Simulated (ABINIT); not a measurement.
# Calculated records

## Quasiparticle gap of BN (Qingsongite) in ABINIT

It takes space group F-43m (No. 216, cubic). The conventional cell has a = 3.615 Å, b = 3.615 Å, c = 3.615 Å, α = 90.00°, β = 90.00°, γ = 90.00°. Nearest to B lie 4 N at 1.57 Å. Nearest to N lie 4 B at 1.57 Å. Farther neighbours, and contacts between anions beyond the nearest, are not listed.

```yaml
method: RPA screening on LDA, plane waves, norm-conserving pseudopotentials (and 2 further levels or steps)
program: ABINIT 10.8.3
settings: cutoff 36 Ha, PseudoDojo scalar-relativistic 0.4.1 standard, norm-conserving, potential set dojo-sr-lda-0.4.1-standard, ngkpt (6, 6, 6), nband 60, ecuteps 9 Ha, inclvkb 2, shiftk (0, 0, 0), symchi 1, awtr 1, frequency ppm, 6×6×6 k-mesh
cost: 5 runs, 31 s in all on 8 MPI ranks of Arm Neoverse N1, shared host
notes: The cell and positions come from the Crystallography Open Database and are kept as given unless a step says otherwise. The 6×6×6 mesh is coarse for this cell, which bears on the long-range parts of exchange and screening.
lda_gap: 4.42 eV, indirect
g0w0_gap_on_the_mesh: 6.19 eV
gw_settings: 6×6×6 mesh, 60 bands, screening to 244.9 eV, Godby-Needs plasmon pole
known_limits: short of the basis limit; coarse k mesh
```

G0W0 moves the gap on the mesh from 4.42 eV to 6.19 eV (+1.77 eV), with Z of 0.83 and 0.85 at the edges. Local fields lower the RPA ε∞ on this mesh from 4.79 to 4.44; a Γ-centred mesh this coarse tends to raise both, most where the direct gap is narrow, while a short band sum lowers them.

[Long decimals in the printed logs are rounded to 6 places.]

[Logs are printed without paths, hosts, clocks, repeated set-up lines and the standing remarks that a program may print on its own settings, such as how far it seeks lower states.]

[Paths, hosts, dates, memory and timing lines, banners, echoed tables and standing remarks are left out of the program output; an Ansatz launch command may be rebuilt from the run's recorded settings. Measured values are a selection of at most five: reports struck by readers or far from the other reports are left out. None is set beside runs whose start may be inverted or whose files or cutoffs have a known fault.]

[Runs of the session that timed out or met a known fault of the program may be left out.]

[Hosts, paths, dates, database ids (printed as entryN), source tags and the programs' standing remarks are cut or masked in the printed files.]

[G0W0 gaps are taken among the corrected bands and points alone; a level outside them can change the order at an edge.]

[Where Ansatz stands beside ABINIT at settings called matched, ABINIT's density can come from a denser mesh and the files from another edition; pairs whose starting gaps differed by over 0.03 eV were left out, so agreement reads better than it is.]
